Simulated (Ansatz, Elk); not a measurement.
**Ca2Cu2Rh: X-ray structure factors from the self-consistent density**

The structure of Ca2Cu2Rh used here is made up (a known structure type with other elements) and was relaxed beforehand with PBE. The aim is the Fourier transform of its all-electron density, F(hkl), set beside the sum over free spherical atoms that refinements use.

Main program and level: Elk 11.2.3 (patched build); DFT, PBE, all-electron APW+lo, Dirac cores, scalar-relativistic bands, static density, no spin.

The structure was built from a prototype and need not be the compound's stable phase.

## 1. The starting structure

The structure is orthorhombic, space group Immm (No. 71). The conventional cell has a = 4.491 Å, b = 5.031 Å, c = 8.866 Å, α = 90.00°, β = 90.00°, γ = 90.00°. Nearest to Rh lie 4 Cu at 2.58 Å and 4 Ca at 3.04 Å. Nearest to Cu lie 2 Cu at 2.50 to 2.53 Å and 2 Rh at 2.58 Å and 6 Ca at 3.01 to 3.08 Å. Ca has 6 Cu at 3.01 to 3.08 Å and 2 Rh at 3.04 Å nearest. Farther neighbours are not listed.

## 2. Ground state and structure factors

An all-electron density is needed, since X-rays see the cores too. Task 0 finds the density and task 195 Fourier-transforms it; tshift is off so that phases refer to the origin typed.

Input file elk.in:

```
tasks
  0
  195

xctype
  20

spinpol
  .false.

rgkmax
  7.0

gmaxvr
  14.0

lmaxo
  7

lmaxapw
  8

swidth
  0.002

tshift
  .false.

ramdisk
  .false.

hmaxvr
  5.5

maxscl
  120

epspot
  1e-06

sppath
  './'

avec
  -4.24333178029 4.75407149310 8.37748621816
  4.24333178029 -4.75407149310 8.37748621816
  4.24333178029 4.75407149310 -8.37748621816

atoms
  3
  'Rh.in'
  1
  0.0000000000 0.0000000000 0.0000000000   0.000000 0.000000 0.000000
  'Cu.in'
  2
  0.2518836305 0.5000000000 0.7518836305   0.000000 0.000000 0.000000
  0.7481163695 0.5000000000 0.2481163695   0.000000 0.000000 0.000000
  'Ca.in'
  2
  0.6923078323 0.1923078323 0.5000000000   0.000000 0.000000 0.000000
  0.3076921677 0.8076921677 0.5000000000   0.000000 0.000000 0.000000

ngridk
  7 7 7
```

Launch:

```sh
$ OMP_NUM_THREADS=4 elk
```

Numbers of over 12 decimals in the logs are rounded to 6 here.

Output:

```text
┌─────────────────────────┐
│ Elk code version 11.2.3 │
└─────────────────────────┘

All units are atomic (Hartree, Bohr, etc.)

┌─────────────────────────────────────────────────┐
│ Ground-state run starting from atomic densities │
└─────────────────────────────────────────────────┘

Lattice vectors :
  -4.243331780       4.754071493       8.377486218
   4.243331780      -4.754071493       8.377486218
   4.243331780       4.754071493      -8.377486218

Reciprocal lattice vectors :
 -0.2020705856E-16  0.6608214997      0.3750042163
  0.7403598908     -0.3176869933E-16  0.3750042163
  0.7403598908      0.6608214997     -0.1166194445E-16

Unit cell volume      :    675.9995578
Brillouin zone volume :   0.3669384256

Muffin-tin inner radius fraction :   0.1000000000E-01

Nuclei treated as point charges

Species : 1 (Rh)
 parameters loaded from : Rh.in
 name : rhodium
 nuclear charge    :   -45.00000000
 electronic charge :    45.00000000
 atomic mass :    187585.2511
 muffin-tin radius :    2.507719885
 number of radial points in muffin-tin :   1193
 inner part over the whole radius :   0.9902440026E-02
 number on inner part of muffin-tin    :    848
 approximate nuclear radius :   0.8524867730E-04
 number of mesh points to nuclear radius :    424
 atomic positions (lattice), magnetic fields (Cartesian) :
  1 :   0.00000000  0.00000000  0.00000000    0.00000000  0.00000000  0.00000000

Species : 2 (Cu)
 parameters loaded from : Cu.in
 name : copper
 nuclear charge    :   -29.00000000
 electronic charge :    29.00000000
 atomic mass :    115837.2717
 muffin-tin radius :    2.314818355
 number of radial points in muffin-tin :    993
 inner part over the whole radius :   0.9998881769E-02
 number on inner part of muffin-tin    :    701
 approximate nuclear radius :   0.7406004541E-04
 number of mesh points to nuclear radius :    337
 atomic positions (lattice), magnetic fields (Cartesian) :
  1 :   0.25188363  0.50000000 -0.24811637    0.00000000  0.00000000  0.00000000
  2 :  -0.25188363  0.50000000  0.24811637    0.00000000  0.00000000  0.00000000

Species : 3 (Ca)
 parameters loaded from : Ca.in
 name : calcium
 nuclear charge    :   -20.00000000
 electronic charge :    20.00000000
 atomic mass :    73057.72475
 muffin-tin radius :    2.400000000
 number of radial points in muffin-tin :    993
 inner part over the whole radius :   0.9970789793E-02
 number on inner part of muffin-tin    :    698
 approximate nuclear radius :   0.6614485811E-04
 number of mesh points to nuclear radius :    321
 atomic positions (lattice), magnetic fields (Cartesian) :
  1 :  -0.30769217  0.19230783  0.50000000    0.00000000  0.00000000  0.00000000
  2 :   0.30769217 -0.19230783  0.50000000    0.00000000  0.00000000  0.00000000

Total number of atoms per unit cell :    5
Total muffin-tin volume :    285.7825853
 ratio of muffin-tin to unit cell volume :   0.4227555802

Spin treatment :
 spin-unpolarised

Number of Bravais lattice symmetries :    8
Number of crystal symmetries         :    8
Crystal has inversion symmetry
Real symmetric eigensolver will be used

k-point grid :      7     7     7
k-point offset :    0.000000000       0.000000000       0.000000000
k-point set is reduced with full crystal symmetry group
Total number of k-points :       64

Muffin-tin radius times maximum |G+k| :    7.000000000
 using average radius
Maximum |G+k| for APW functions       :    2.931972394
Maximum (1/2)|G+k|²                   :    4.298231061
Maximum |G| for potential and density :    14.00000000
Constant for pseudocharge density :    9
 order of it for each species :   16  16  16
 order of it for pair densities of each species (exact exchange by exxq0 0: 17) :   11   9  10
Radial integration step length :    1

G-vector grid sizes :     48    48    48
Number of G-vectors :    31327

Maximum angular momentum used for
 APW functions            :    8
 outer part of muffin-tin :    7
 inner part of muffin-tin :    2

Total nuclear charge    :   -143.0000000
[...]
correlation                 :     -6.790397
 electron entropic           :    -0.15868669083146E-02
 total energy                :     -9455.2877913122

Density of states at Fermi energy :    123.4236106
 (states/Hartree/unit cell)

Estimated indirect band gap :   0.1329114753E-03
 from k-point 47 to k-point 52
Estimated direct band gap   :   0.2351295900E-02
 at k-point 52

Charges :
 core                        :    72.00000000
 valence                     :    71.00000000
 interstitial                :    8.100707369
 muffin-tins (core leakage)
  species : 1 (Rh)
   atom 1                    :    43.98506101     ( -0.3009230163E-06)
  species : 2 (Cu)
[...]
species : 3 (Ca)
[...]
total in muffin-tins        :    134.8992926
 total calculated charge     :    142.9993561
 total charge                :    143.0000000
 error                       :   0.6439312116E-03

RMS change in Kohn-Sham potential (target) :   0.6729063574     (  0.1000000000E-05)
Absolute change in total energy (target)   :   0.8048540906     (  0.1000000000E-03)

[... loops 3 to 18 left out ...]

┌──────────────────┐
│ Loop number : 19 │
└──────────────────┘

Energies :
 Fermi                       :     0.203735
 sum of occupied eigenvalues :     -5550.7787664951
 electron kinetic            :      9725.7909056275
 core electron kinetic       :      9116.5969095687
 Coulomb                     :     -18835.343396914
 Coulomb potential           :     -14825.863546458
 nuclear-nuclear             :     -1147.2435307853
 electron-nuclear            :     -20582.405623145
 Hartree                     :      2894.3057570159
 Madelung                    :     -11422.411623685
 xc potential                :     -450.70612566462
 exchange                    :     -339.78629449455
 correlation                 :     -6.806496
 electron entropic           :    -0.81523530604491E-03
 total energy                :     -9456.1460973464

Density of states at Fermi energy :    60.20674516
 (states/Hartree/unit cell)

Estimated indirect band gap :   0.2350575732E-02
 from k-point 29 to k-point 35
Estimated direct band gap   :   0.1036998076E-01
 at k-point 34

Charges :
 core                        :    72.00000000
 valence                     :    71.00000000
 interstitial                :    6.714813803
 muffin-tins (core leakage)
  species : 1 (Rh)
[...]
species : 2 (Cu)
[...]
species : 3 (Ca)
[...]
total in muffin-tins        :    136.2851862
 total calculated charge     :    142.9994025
 total charge                :    143.0000000
 error                       :   0.5974604801E-03

RMS change in Kohn-Sham potential (target) :   0.1886364659E-06 (  0.1000000000E-05)
Absolute change in total energy (target)   :   0.4935167090E-04 (  0.1000000000E-03)

Convergence targets achieved

┌──────────────────┐
│ Loop number : 20 │
└──────────────────┘

Energies :
 Fermi                       :     0.203735
 sum of occupied eigenvalues :     -5550.7787721633
 electron kinetic            :      9725.7909040674
 core electron kinetic       :      9116.5969075968
 Coulomb                     :     -18835.343400541
 Coulomb potential           :     -14825.863542389
 nuclear-nuclear             :     -1147.2435307853
 electron-nuclear            :     -20582.405634413
 Hartree                     :      2894.3057646575
 Madelung                    :     -11422.411629347
 xc potential                :     -450.70613384190
 exchange                    :     -339.78629476359
 correlation                 :     -6.806496
 electron entropic           :    -0.81523512791200E-03
 total energy                :     -9456.1461028026

Density of states at Fermi energy :    60.20672832
 (states/Hartree/unit cell)

Estimated indirect band gap :   0.2350582929E-02
 from k-point 29 to k-point 35
Estimated direct band gap   :   0.1036999101E-01
 at k-point 34

Charges :
 core                        :    72.00000000
 valence                     :    71.00000000
 interstitial                :    6.714813592
 muffin-tins (core leakage)
  species : 1 (Rh)
[...]
species : 2 (Cu)
[...]
atom 2                    :    28.03682155     (  0.2520850113E-03)
  species : 3 (Ca)
   atom 1                    :    18.20122458     ( -0.1987177143E-06)
   atom 2                    :    18.20122458     ( -0.1987177143E-06)
 total in muffin-tins        :    136.2851864
 total calculated charge     :    142.9994025
 total charge                :    143.0000000
 error                       :   0.5974604773E-03

┌──────────────────────────────┐
│ Self-consistent loop stopped │
└──────────────────────────────┘

Warning : core states of species 2 leak from the muffin-tin :   0.2520850113E-03

Wrote STATE.OUT
```

The job ended after 63 s (4 threads of Arm Neoverse V2, shared host; peak memory 0.21 GiB; 3.5 min of CPU time).

SFACRHO.OUT:

```text

h k l indices transformed by vhmat matrix:
   1.000000000       0.000000000       0.000000000    
   0.000000000       1.000000000       0.000000000    
   0.000000000       0.000000000       1.000000000    

      h      k      l  multipl.   |H|            Re(F)            Im(F)           |F|

      0      0      0      1   0.0000000       143.00000      0.10666964E-15   143.00000    
      1      1     -1      2  0.75000843       69.122810     -0.25798791E-13   69.122810    
     -1      0      0      4  0.75981130       28.473150      0.23453446E-14   28.473150    
      1      0     -1      4  0.82991622      0.94700875E-01 -0.93813784E-14  0.94700875E-01
      1     -1      0      4  0.99237988       7.9779163     -0.13733572E-13   7.9779163    
      1      1     -2      8   1.2439174       59.284718      0.14072068E-13   59.284718    
      1      2     -2      4   1.3047370       61.052305     -0.58633615E-14   61.052305    
     -1      1     -1      2   1.3216430       18.244799     -0.14489580E-13   18.244799    
     -2     -1      2      4   1.3467688      -35.786931      0.42216203E-13   35.786931    
     -1      1      1      2   1.4807198       106.80224     -0.27472775E-13   106.80224    
      2      2     -2      2   1.5000169       82.043275     -0.25798791E-13   82.043275    
      2      0      0      4   1.5196226      -30.431803      0.11726723E-14   30.431803    
     -1      0     -1      8   1.5606092       87.117417      0.70360338E-14   87.117417    
      0      2      0      4   1.6598324       56.314440     -0.70360338E-14   56.314440    
     -1      0      2      8   1.6642849       23.394661      0.23453446E-14   23.394661    
      1      3     -2      8   1.7985740       29.470404      -0.0000000       29.470404    
     -2     -1      0      8   1.8869357       50.184487      0.37525514E-13   50.184487    
      3      0     -2      8   1.9735424       51.222628      0.26971463E-13   51.222628
```

Elk indexes on the primitive cell of elk.in and gives |H| = 4π sin θ/λ in inverse bohr. Below, one row stands for each form hkl of the conventional cell (m members, Friedel mates merged), F is for one primitive cell and the density is static (no thermal factor). Free-atom factors are Waasmaier and Kirfel's, and R is Σm||F|−|F'||/Σm|F|.

| hkl | m | sin θ/λ (Å⁻¹) | abs F, DFT | neutral atoms | diff. |
| --- | --- | --- | --- | --- | --- |
| 002 | 2 | 0.113 | 69.123 | 69.185 | -0.062 |
| 011 | 4 | 0.114 | 28.473 | 28.485 | -0.012 |
| 101 | 4 | 0.125 | 0.095 | 0.337 | -0.242 |
| 110 | 4 | 0.149 | 7.978 | 8.169 | -0.191 |
| 112 | 8 | 0.187 | 59.285 | 59.357 | -0.072 |
| 013 | 4 | 0.196 | 61.052 | 61.260 | -0.207 |
| 020 | 2 | 0.199 | 18.245 | 17.676 | +0.569 |
| 103 | 4 | 0.203 | 35.787 | 36.161 | -0.374 |
| 200 | 2 | 0.223 | 106.802 | 107.565 | -0.763 |
| 004 | 2 | 0.226 | 82.043 | 83.094 | -1.051 |
| 022 | 4 | 0.229 | 30.432 | 30.767 | -0.335 |
| 121 | 8 | 0.235 | 87.117 | 88.096 | -0.979 |
| 202 | 4 | 0.250 | 56.314 | 57.289 | -0.974 |
| 211 | 8 | 0.250 | 23.395 | 23.549 | -0.154 |

## 3. The highest occupied states alone

An energy window below the Fermi level keeps the highest occupied states, to see at which angles they scatter; shallow core shells can lie inside it and anion s states outside. No new self-consistency is needed.

Changes to elk.in since step 2:

```diff
@@ -1,3 +1,2 @@
 tasks
-  0
   195
@@ -40,2 +39,5 @@
 
+wsfac
+  -0.237260 0.503740
+
 sppath
```

Launch:

```sh
$ OMP_NUM_THREADS=4 elk
```

Output:

```text
┌─────────────────────────────────┐
│ Elk code version 11.2.3 started │
└─────────────────────────────────┘

Info(readinput): the functional depends on the density's gradient
 muffin-tin radial points multiplied by    2.00000
 (not where nrmtscf is given)

┌────────────────────┐
│ Current task : 195 │
└────────────────────┘
Info(checkmt): changed muffin-tin radius of species 1 (Rh) from   2.6000 to   2.5077
Info(checkmt): changed muffin-tin radius of species 2 (Cu) from   2.4000 to   2.3148

Info(sfacrho): density structure factors written to SFACRHO.OUT

 Energy window :  -0.2372600000      0.5037400000

┌──────────────────┐
│ Elk code stopped │
└──────────────────┘
```

Elapsed: 12 s, on 4 threads; peak memory 0.17 GiB.

States within 12 eV below the Fermi level hold 35.00 electrons; any levels below the window count with the cores. Their amplitudes can exceed the total, where window and core parts have opposite phase:

| hkl | sin θ/λ (Å⁻¹) | abs F, window | abs F, all |
| --- | --- | --- | --- |
| 002 | 0.113 | 24.215 | 69.123 |
| 011 | 0.114 | 5.877 | 28.473 |
| 101 | 0.125 | 11.251 | 0.095 |
| 110 | 0.149 | 5.049 | 7.978 |
| 112 | 0.187 | 3.978 | 59.285 |
| 013 | 0.196 | 3.253 | 61.052 |
| 020 | 0.199 | 10.014 | 18.245 |
| 103 | 0.203 | 10.098 | 35.787 |
| 200 | 0.223 | 15.255 | 106.802 |
| 004 | 0.226 | 14.743 | 82.043 |

## 4. Another functional

The difference from free atoms is small, so it is set against the change that LDA (Perdew-Wang) makes.

Changes to elk.in since step 3:

```diff
@@ -1,2 +1,3 @@
 tasks
+  0
   195
@@ -4,3 +5,3 @@
 xctype
-  20
+  3
 
@@ -39,5 +40,2 @@
 
-wsfac
-  -0.237260 0.503740
-
 sppath
```

Launch:

```sh
$ OMP_NUM_THREADS=4 elk
```

Output:

```text
┌─────────────────────────┐
│ Elk code version 11.2.3 │
└─────────────────────────┘

All units are atomic (Hartree, Bohr, etc.)

┌─────────────────────────────────────────────────┐
│ Ground-state run starting from atomic densities │
└─────────────────────────────────────────────────┘

Lattice vectors :
  -4.243331780       4.754071493       8.377486218
   4.243331780      -4.754071493       8.377486218
   4.243331780       4.754071493      -8.377486218

Reciprocal lattice vectors :
 -0.2020705856E-16  0.6608214997      0.3750042163
[...]
species : 1 (Rh)
[...]
species : 2 (Cu)
[...]
species : 3 (Ca)
   atom 1                    :    18.20593221     ( -0.3473904185E-05)
   atom 2                    :    18.20593221     ( -0.3473904185E-05)
 total in muffin-tins        :    136.3164221
 total calculated charge     :    142.9993850
 total charge                :    143.0000000
 error                       :   0.6149785772E-03

┌──────────────────────────────┐
│ Self-consistent loop stopped │
└──────────────────────────────┘

Warning : core states of species 2 leak from the muffin-tin :   0.2612515671E-03

Wrote STATE.OUT
[key lines of the parts left out:]
total energy                :     -9443.2285818422
```

The job ended after 38 s (4 threads; peak memory 0.17 GiB; 2.1 min of CPU time).

Against the first run R = 0.04 %; the largest change is -0.040 at 125.

## 5. A coarser k-mesh

About half the k-points along each axis test the sampling.

Changes to elk.in since step 4:

```diff
@@ -5,3 +5,3 @@
 xctype
-  3
+  20
 
@@ -63,2 +63,2 @@
 ngridk
-  7 7 7
+  4 4 4
```

Launch:

```sh
$ OMP_NUM_THREADS=4 elk
```

Output:

```text
┌─────────────────────────┐
│ Elk code version 11.2.3 │
└─────────────────────────┘

All units are atomic (Hartree, Bohr, etc.)

┌─────────────────────────────────────────────────┐
│ Ground-state run starting from atomic densities │
└─────────────────────────────────────────────────┘

Lattice vectors :
  -4.243331780       4.754071493       8.377486218
   4.243331780      -4.754071493       8.377486218
   4.243331780       4.754071493      -8.377486218

Reciprocal lattice vectors :
 -0.2020705856E-16  0.6608214997      0.3750042163
[...]
species : 1 (Rh)
[...]
species : 2 (Cu)
[...]
species : 3 (Ca)
   atom 1                    :    18.20196926     ( -0.1987173768E-06)
   atom 2                    :    18.20196926     ( -0.1987173768E-06)
 total in muffin-tins        :    136.2815984
 total calculated charge     :    142.9993974
 total charge                :    143.0000000
 error                       :   0.6025542081E-03

┌──────────────────────────────┐
│ Self-consistent loop stopped │
└──────────────────────────────┘

Warning : core states of species 2 leak from the muffin-tin :   0.2520169137E-03

Wrote STATE.OUT
[key lines of the parts left out:]
total energy                :     -9456.1472139580
```

It took 30 s on 4 threads; peak memory 0.21 GiB; 75 s of CPU time.

Against the first run R = 0.02 %; the largest change is -0.035 at 200.

## 6. Settings against the effect

| run | R against the first run (%) | R against neutral atoms, low angle (%) | wall time |
| --- | --- | --- | --- |
| PBE, rgkmax 7 | 0.00 | 0.88 | 63 s |
| LDA (Perdew-Wang) | 0.04 | 0.90 | 38 s |
| k-mesh 4×4×4 | 0.02 | 0.88 | 30 s |

## 7. What came out

| Item | Value |
| --- | --- |
| R against neutral atoms, sin θ/λ < 0.3 Å⁻¹ | 0.88 % |
| R against neutral atoms, 0.3 to 0.64 Å⁻¹ | 0.31 % |

In words: Independent neutral atoms miss the calculated amplitudes by R = 0.88 % below 0.3 Å⁻¹ and 0.31 % from there to 0.64 Å⁻¹; by shells, 0.67 % below 0.15 Å⁻¹ (4 forms), 0.89 % 0.15 to 0.3 (15 forms), 0.45 % 0.3 to 0.45 (35 forms), 0.26 % above 0.45 (95 forms). Bonding, aspherical density and the tables' own atoms all enter these figures, and the runs don't part them. The largest change of an amplitude is -1.05 electrons, at 004. R counts amplitudes alone; phases shift too. Weak lines can change much in proportion: 301 goes from 0.48 to 0.06. The window's part falls from 35.0 electrons at the origin to at most 5.15 between 0.45 and 0.64 Å⁻¹, where compact states inside the window still scatter. Below 0.3 Å⁻¹ the changes that finished (LDA (Perdew-Wang) and k-mesh 4×4×4) move F by R = 0.03 % at most, against the 0.88 % that separates it from free atoms. The basis has no finished test. These runs have no spin, though d or f shells may be open. Part of the difference isn't bonding: the tables are fits to free atoms and ions calculated by other methods than this functional. Thermal motion, anomalous dispersion and extinction are left out.

[Logs are printed without paths, hosts, clocks, repeated set-up lines and the standing remarks that a program may print on its own settings, such as how far it seeks lower states.]

[Hosts, paths, dates, database ids (printed as entryN), source tags and the programs' standing remarks are cut or masked in the printed files.]
